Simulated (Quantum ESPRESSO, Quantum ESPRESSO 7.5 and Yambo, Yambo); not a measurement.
# SiO2 (Quartz): G0W0 on several meshes in Yambo

Wanted: mesh dependence and cost of G0W0 for SiO2 (Quartz).

Method: LDA and many-body steps on it, plane waves, in Quantum ESPRESSO 7.5 and Yambo 5.3.0.

Most raw output is cut from this account.

## Step 1: Starting point

The structure is trigonal, space group P3_121 (No. 152). The conventional cell has a = 4.916 Å, b = 4.916 Å, c = 5.409 Å, α = 90.00°, β = 90.00°, γ = 120.00°. Nearest to Si lie 4 O at 1.61 Å. Nearest to O lie 2 Si at 1.61 Å. Farther neighbours and most contacts between anions are not listed.

The cell and positions come from the Crystallography Open Database and are kept as given unless a step says otherwise.

## Step 2: Empty states on the mesh, 3×3×2 mesh, 496 bands

This step: Quantum ESPRESSO 7.5; DFT, LDA, plane waves, norm-conserving pseudopotentials.

The sums over transitions need many empty states on a uniform mesh; this step solves for them.

Input file pw.in:

```
&control
  calculation = 'nscf'
  prefix = 'x'
  outdir = 'o'
  pseudo_dir = 'pseudo'
/
&system
  ibrav = 0
  nat = 9
  ntyp = 2
  ecutwfc = 72.0
  nbnd = 496
  force_symmorphic = .true.
/
&electrons
  conv_thr = 1e-9
  electron_maxstep = 80
  diago_full_acc = .true.
  diago_thr_init = 5e-6
/
ATOMIC_SPECIES
  Si 28.085 Si.upf
  O 15.999 O.upf
CELL_PARAMETERS angstrom
  4.9158000000 0.0000000000 0.0000000000
  -2.4579000000 4.2572076799 0.0000000000
  0.0000000000 0.0000000000 5.4091000000
ATOMIC_POSITIONS crystal
  Si 0.5303000000 0.0000000000 0.3333333333
  Si 0.0000000000 0.5303000000 0.6666666667
  Si 0.4697000000 0.4697000000 0.0000000000
  O 0.1462000000 0.4142000000 0.8810000000
  O 0.5858000000 0.7320000000 0.2143333333
  O 0.2680000000 0.8538000000 0.5476666667
  O 0.4142000000 0.1462000000 0.1190000000
  O 0.7320000000 0.5858000000 0.7856666667
  O 0.8538000000 0.2680000000 0.4523333333
K_POINTS automatic
  3 3 2 0 0 0
```

Command:

```sh
$ OMP_NUM_THREADS=1 mpirun -n 4 pw.x -nk 4 -in pw.in > pw.out
```

Run time: 2.7 min. Hardware: 4 MPI ranks of Arm Neoverse V1, shared host; peak memory 1.6 GiB; 11 min of CPU time.

This step gave:

```
gap                                                           : 5.801 eV
k of the valence top                                          : 0.3333, 0.3333, 0
k of the conduction bottom                                    : 0, 0, 0
least direct gap                                              : 6.125 eV
k points computed                                             : 8
lowest point of the top converged band, above the valence top : 142.3008 eV
```

On this mesh the gap is 5.801 eV.

The density comes from a self-consistent run that is not shown.

## Step 3: Conversion and set-up

This step: Yambo 5.3.0; conversion and set-up on LDA, plane waves, norm-conserving pseudopotentials.

The states are converted to the many-body program's format and the q mesh is built.

Command:

```sh
$ (cd o/x.save; p2y > p2y.log; mv SAVE ../..); yambo > setup.log
```

Wall time 2.8 s (1 MPI rank); peak memory 0.24 GiB.

## Step 4: 3×3×2

Now the one-shot GW correction: screening in the RPA, then the self-energy of the levels asked for.

This step: G0W0 on LDA, plane waves, norm-conserving pseudopotentials.

Input file gw2.in:

```
HF_and_locXC
gw0
dyson
ppa
em1d
rim_cut
RandQpts= 1000000
RandGvec= 1 RL
EXXRLvcs= 72 Ry
VXCRLvcs= 288 Ry
Chimod= "HARTREE"
% BndsRnXp
 1 | 216 |
%
NGsBlkXp= 10 Ry
% LongDrXp
 1 | 1 | 1 |
%
% GbndRnge
 1 | 216 |
%
DysSolver= "n"
ExtendOut
PPAPntXp= 27.21138 eV
% QPkrange
 5 | 5 | 23 | 26 |
 1 | 1 | 23 | 26 |
%
```

Command:

```sh
$ OMP_NUM_THREADS=2 mpirun -n 2 yambo -F gw2.in -J gw2 -C gw2 > gw2.log
```

Wall time 4.1 min (2 MPI ranks); peak memory 1.2 GiB; 16 min of CPU time.

Numbers from this step:

| Quantity | Value |
| --- | --- |
| G0W0 gap on the points computed | 8.784 eV |
| starting gap on the mesh | 5.801 eV |
| k of the valence top | 0.3333, 0.3333, 0 |
| k of the conduction bottom | 0, 0, 0 |
| least direct G0W0 gap on the computed points | 9.158 eV |
| Z at the valence top | 0.8184 |
| Z at the conduction bottom | 0.8706 |

The gap on the mesh goes from 5.80 eV to 8.78 eV, a correction of +2.98 eV.

## Step 5: Empty states on the mesh, 3×3×4 mesh, 216 bands

This step: Quantum ESPRESSO 7.5; DFT, LDA, plane waves, norm-conserving pseudopotentials.

Changes to pw.in since step 2:

```diff
@@ -11,3 +11,3 @@
   ecutwfc = 72.0
-  nbnd = 496
+  nbnd = 216
   force_symmorphic = .true.
@@ -38,2 +38,2 @@
 K_POINTS automatic
-  3 3 2 0 0 0
+  3 3 4 0 0 0
```

Command:

```sh
$ OMP_NUM_THREADS=1 mpirun -n 4 pw.x -nk 4 -in pw.in > pw.out
```

The job ended after 84 s (4 MPI ranks; peak memory 0.85 GiB; 5.6 min of CPU time).

This step gave:

```
gap                                                           : 5.801 eV
k of the valence top                                          : 0.3333, 0.3333, 0
k of the conduction bottom                                    : 0, 0, 0
least direct gap                                              : 6.125 eV
k points computed                                             : 14
lowest point of the top converged band, above the valence top : 77.3339 eV
```

On this mesh the gap is 5.801 eV.

## Step 6: Conversion and set-up

This step: Yambo 5.3.0; conversion and set-up on LDA, plane waves, norm-conserving pseudopotentials.

Command:

```sh
$ (cd o/x.save; p2y > p2y.log; mv SAVE ../..); yambo > setup.log
```

Run time: 2.8 s. Hardware: 1 MPI rank; peak memory 0.25 GiB.

## Step 7: 3×3×4

This step: G0W0 on LDA, plane waves, norm-conserving pseudopotentials.

gw11.in, as its differences from gw2.in of step 4:

```diff
@@ -25,3 +25,3 @@
 % QPkrange
- 5 | 5 | 23 | 26 |
+ 7 | 7 | 23 | 26 |
  1 | 1 | 23 | 26 |
```

Command:

```sh
$ OMP_NUM_THREADS=2 mpirun -n 2 yambo -F gw11.in -J gw11 -C gw11 > gw11.log
```

Elapsed: 14 min, on 2 MPI ranks; peak memory 1.7 GiB; 53 min of CPU time.

Numbers from this step:

- G0W0 gap on the points computed: 8.817 eV
- starting gap on the mesh: 5.801 eV
- k of the valence top: 0.3333, 0.3333, 0
- k of the conduction bottom: 0, 0, 0
- least direct G0W0 gap on the computed points: 9.193 eV
- Z at the valence top: 0.8173
- Z at the conduction bottom: 0.8696

Against G0W0 in Yambo (3×3×2 mesh, 216 bands, screening to 136.1 eV, Godby-Needs plasmon pole), the gap moves by +0.033 eV.

## Step 8: Side by side

Times are wall times on 2 MPI ranks of Arm Neoverse V1, shared host, good to a factor of about two.

```
  run   mesh  bands  screening cutoff (eV)  DFT gap (eV)  gap on the mesh (eV)  direct (eV)     time
3×3×2  3×3×2    216                  136.1         5.801                 8.784        9.158  4.1 min
3×3×4  3×3×4    216                  136.1         5.801                 8.817        9.193   14 min
```

## Step 9: Outcome

```yaml
3x3x2: 8.784 eV
3x3x4: 8.817 eV
known_limits: not at the basis limit; coarse k mesh
```

3×3×4: +0.033 eV against 3×3×2. Bands and cutoff are finite, so the gap is not at the basis limit. The miss can reach some tenths of an eV and take either sign; the mesh is an error of its own. In the G0W0 runs levels were corrected at 2 k points alone, so a gap called «on the mesh» is the least over those, and an edge elsewhere would be missed. The 3×3×2 mesh is coarse for this cell, which bears on the long-range parts of exchange and screening.

[Paths, hosts, dates, memory and timing lines, banners, echoed tables and standing remarks are left out of the program output.]

[Logs are printed without paths, hosts, clocks, repeated set-up lines and the standing remarks that a program may print on its own settings, such as how far it seeks lower states.]

[Runs of the session that timed out or met a known fault of the program may be left out.]

[Hosts, paths, dates, database ids (printed as entryN), source tags and the programs' standing remarks are cut or masked in the printed files.]
